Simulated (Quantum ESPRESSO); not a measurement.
# CaO (Lime): optical spectrum from first principles, part 3 of 3

Wanted: where CaO (Lime) starts to absorb, how strongly, and its refractive index.

Quantum ESPRESSO 7.5; DFT, PBE, plane waves with norm-conserving potentials (PseudoDojo), scalar-relativistic, independent-particle optical response without local fields and without the non-local commutator.

So far. Step 2 (Ground state): There is a gap, 3.66 eV on this mesh (points off the mesh can give less), so no carriers' term is needed.

### Step 5. Dielectric function

With the density converged, the vertical transitions are summed over the zone.

This step: DFT, PBE, plane waves with norm-conserving potentials (PseudoDojo), scalar-relativistic, independent-particle optical response without local fields and without the non-local commutator (Quantum ESPRESSO 7.5).

Contents of epsilon.in:

```
&inputpp
  prefix = 'x'
  outdir = './tmp'
  calculation = 'eps'
/
&energy_grid
  smeartype = 'gauss'
  intersmear = 0.3
  wmin = 0.0
  wmax = 22
  nw = 500
/
```

On the command line:

```sh
> mpirun -n 4 epsilon.x -nk 4 -in epsilon.in
```

Output:

```text
[banner, memory and clock lines left out]

     Broadcasting variables...

     IMPORTANT: XC functional enforced from input :
     Exchange-correlation= PBE
                           (   1   4   3   4   0   0   0)
     Any further DFT definition will be discarded

     G-vector sticks info

     Fermi energy [eV] is:  7.74502
     The system is a dielectric...
     metallic system: redefining wmin =     0.000000

     Performing eps calculation...

     xx,yy,zz plasmon frequences [eV] are:    16.896756382   16.896755800   16.896755070
```

Wall time 1.7 s (4 MPI ranks of Arm Neoverse V2, shared host); peak memory 0.05 GiB.

This step gave:

| Quantity | Value |
| --- | --- |
| electronic dielectric constant ε∞, mean over x, y and z (by symmetry where fewer were run) | 4.830 |
| main peak of Im epsilon, first axis | 9.487 eV |
| centre of weight of the strongest loss peak in the window | 12.59 eV |

Some rows of epsi_x.dat:

```text
# energy grid [eV]     epsi_x  epsi_y  epsi_z
#
    0.176352705    0.002979383    0.002979383    0.002979382
    1.234468938    0.022452736    0.022452733    0.022452728
    2.292585170    0.051593816    0.051593810    0.051593801
    3.350701403    0.125220000    0.125219991    0.125219977
    4.408817635    1.155628542    1.155628529    1.155628511
    5.466933868    2.713263744    2.713263728    2.713263705
    6.525050100    4.001004502    4.001004484    4.001004454
    7.583166333    5.159235188    5.159235164    5.159235130
    8.641282565    7.741726349    7.741726324    7.741726281
    9.699398798    9.361992080    9.361992045    9.361991997
   10.757515030    3.261569917    3.261569880    3.261569822
   11.815631263    0.807130452    0.807130407    0.807130339
   12.873747495    0.656221482    0.656221428    0.656221348
   13.931863727    0.576459462    0.576459397    0.576459302
   14.989979960    1.769272515    1.769272438    1.769272326
   16.048096192    1.197024250    1.197024156    1.197024022
   17.106212425    1.008942497    1.008942380    1.008942219
   18.164328657    0.814237665    0.814237517    0.814237320
   19.222444890    0.701274713    0.701274521    0.701274278
   20.280561122    0.695690755    0.695690498    0.695690190
   21.338677355    0.857342308    0.857341946    0.857341547
```

Values under the direct gap are tails of Lorentzian lines. Im ε, any direction against photon energy; read off at these points:

photon energy (eV), Im ε, any direction and a bar:
```
      0.0        0.0 
      1.0        0.0 
      2.0        0.0 
      3.0        0.1 
      4.0        0.4 #
      5.0        2.3 #######
      6.0        3.7 ###########
      7.0        4.0 ###########
      8.0        6.8 ###################
      8.6        7.9 #######################
      9.0        6.9 ####################
      9.5       10.4 ##############################
     10.0        6.6 ###################
     11.0        2.3 #######
     12.0        0.8 ##
     13.0        0.7 ##
     14.0        0.6 ##
     15.0        1.8 #####
     16.0        1.2 ###
     17.0        1.1 ###
     18.0        0.8 ##
     19.0        0.9 ##
     20.0        0.8 ##
     21.0        1.0 ###
     22.0        1.0 ###
```

Table of Re ε, any direction by photon energy:

| photon energy (eV) | Re ε, any direction |
| --- | --- |
| 0 | 4.83 |
| 1 | 4.89 |
| 2 | 5.08 |
| 3 | 5.49 |
| 4 | 6.53 |
| 5 | 7.31 |
| 6 | 6.24 |
| 7 | 5.77 |
| 8 | 6.12 |
| 9 | 3.25 |
| 10 | -3.23 |
| 11 | -2.67 |
| 12 | -0.593 |
| 13 | 0.447 |
| 14 | 1.27 |
| 15 | 1.49 |
| 16 | 1.06 |
| 17 | 1.00 |
| 18 | 1.30 |
| 19 | 1.16 |
| 20 | 1.60 |
| 21 | 1.82 |
| 22 | 2.23 |

Table of reflectivity at normal incidence, any direction by photon energy; read off at these points:

| photon energy (eV) | reflectivity at normal incidence, any direction (%) |
| --- | --- |
| 0.00 | 14.0 |
| 0.50 | 14.1 |
| 1.00 | 14.2 |
| 1.50 | 14.5 |
| 2.00 | 14.8 |
| 2.50 | 15.4 |
| 3.00 | 16.1 |
| 3.50 | 17.3 |
| 4.00 | 19.2 |
| 4.50 | 20.7 |
| 5.00 | 22.5 |
| 5.50 | 22.1 |
| 6.00 | 22.7 |
| 6.50 | 23.2 |
| 7.00 | 22.6 |
| 7.50 | 25.5 |
| 8.00 | 29.4 |
| 8.50 | 31.9 |
| 9.00 | 29.8 |
| 9.50 | 41.9 |
| 10.00 | 48.9 |
| 10.50 | 48.9 |
| 11.00 | 55.0 |
| 11.42 | 61.3 |
| 11.50 | 60.5 |
| 12.00 | 38.5 |
| 12.50 | 22.2 |
| 13.00 | 6.78 |
| 13.50 | 2.54 |
| 14.00 | 2.03 |
| 14.50 | 3.77 |
| 15.00 | 9.23 |
| 15.12 | 9.98 |
| 15.50 | 6.77 |
| 16.00 | 5.76 |
| 16.50 | 6.27 |
| 17.00 | 5.16 |
| 17.50 | 4.36 |
| 18.00 | 2.94 |
| 18.50 | 5.51 |
| 19.00 | 3.48 |
| 19.50 | 3.41 |
| 20.00 | 3.25 |
| 20.50 | 4.18 |
| 21.00 | 5.05 |
| 21.50 | 4.40 |
| 22.00 | 5.98 |

Values under the direct gap are tails of Lorentzian lines. Table of loss function −Im 1/ε at q → 0, any direction by energy loss; read off at these points:

| energy loss (eV) | loss function −Im 1/ε at q → 0, any direction |
| --- | --- |
| 0.00 | 0 |
| 0.50 | 3.6e-4 |
| 1.00 | 7.4e-4 |
| 1.50 | 0.00115 |
| 2.00 | 0.00162 |
| 2.50 | 0.00218 |
| 3.00 | 0.00296 |
| 3.50 | 0.00434 |
| 4.00 | 0.0104 |
| 4.50 | 0.0268 |
| 5.00 | 0.0387 |
| 5.50 | 0.0521 |
| 6.00 | 0.0700 |
| 6.50 | 0.0736 |
| 7.00 | 0.0810 |
| 7.50 | 0.0840 |
| 8.00 | 0.0813 |
| 8.50 | 0.102 |
| 9.00 | 0.119 |
| 9.50 | 0.0954 |
| 10.00 | 0.123 |
| 10.50 | 0.164 |
| 11.00 | 0.186 |
| 11.50 | 0.268 |
| 12.00 | 0.812 |
| 12.50 | 1.82 |
| 12.57 | 1.89 |
| 13.00 | 1.01 |
| 13.50 | 0.675 |
| 14.00 | 0.311 |
| 14.50 | 0.242 |
| 15.00 | 0.329 |
| 15.50 | 0.420 |
| 15.83 | 0.553 |
| 16.00 | 0.470 |
| 16.50 | 0.442 |
| 17.00 | 0.498 |
| 17.50 | 0.445 |
| 18.00 | 0.340 |
| 18.50 | 0.332 |
| 18.83 | 0.442 |
| 19.00 | 0.413 |
| 19.50 | 0.273 |
| 20.00 | 0.244 |
| 20.50 | 0.185 |
| 21.00 | 0.236 |
| 21.50 | 0.181 |
| 22.00 | 0.168 |

Refractive index n and extinction k against photon energy:

| photon energy (eV) | n | k |
| --- | --- | --- |
| 0 | 2.20 | 0 |
| 1 | 2.21 | 0.00401 |
| 2 | 2.25 | 0.00925 |
| 3 | 2.34 | 0.0191 |
| 4 | 2.56 | 0.0871 |
| 5 | 2.74 | 0.415 |
| 6 | 2.59 | 0.705 |
| 7 | 2.53 | 0.788 |
| 8 | 2.76 | 1.22 |
| 9 | 2.33 | 1.48 |
| 10 | 1.43 | 2.30 |
| 11 | 0.658 | 1.76 |
| 12 | 0.439 | 0.887 |
| 13 | 0.800 | 0.439 |
| 14 | 1.16 | 0.267 |
| 15 | 1.38 | 0.645 |
| 16 | 1.15 | 0.508 |
| 17 | 1.11 | 0.479 |
| 18 | 1.19 | 0.330 |
| 19 | 1.14 | 0.380 |
| 20 | 1.30 | 0.294 |
| 21 | 1.40 | 0.371 |
| 22 | 1.53 | 0.330 |

At chosen wavelengths:

| wavelength (nm) | n | k | R (%) | 1/α |
| --- | --- | --- | --- | --- |
| 800 | 2.23 | 0.007 | 14.5 | 9.6 µm |
| 532 | 2.28 | 0.012 | 15.2 | 3.6 µm |
| 450 | 2.31 | 0.016 | 15.7 | 2.3 µm |
| 365 | 2.40 | 0.027 | 17.0 | 1.1 µm |
| 308 | 2.56 | 0.094 | 19.3 | 261 nm |
| 248 | 2.74 | 0.414 | 22.5 | 48 nm |
| 193 | 2.62 | 0.731 | 23.2 | 21 nm |

Below the direct gap, k and the depth come from the tails of the Lorentzian lines, not from transitions.

Rows near the edge hang on the gap, which this functional as a rule makes too small, and phonon-assisted absorption is left out.

### Step 6. Results

```
electronic dielectric constant ε∞, mean over x, y and z (by symmetry where fewer were run) (independent particles) : 4.83
main peak of Im epsilon, first axis                                                                                : 9.49 eV
centre of weight of the strongest loss peak in the window, first axis                                              : 12.6 eV
```

In words: At this level (PBE, independent particles) CaO has ε∞ = 4.83 and n = 2.21 at 1550 nm, and Im ε peaks at 9.5 eV. Distinct maxima of Im ε, read by a parabola through the highest points, lie at 8.56 eV (7.9), 9.49 eV (10), 15.06 eV (1.8) and 18.57 eV (1.2). Excitons and phonon-assisted transitions are missing, and so are local fields; PBE gaps are as a rule too small, which pulls the onset down and ε∞ up. epsilon.x leaves out the commutator of the non-local potential, so its intensities are off, as a rule too high. The sum runs over mesh points, so small or evenly spaced maxima can still be ripples of the mesh.

[Machine, clock, banner and «Message from routine» lines are left out of the logs.]

[Logs are printed without paths, hosts, clocks, repeated set-up lines and the standing remarks that a program may print on its own settings, such as how far it seeks lower states.]

[Hosts, paths, dates, database ids (printed as entryN), source tags and the programs' standing remarks are cut or masked in the printed files.]
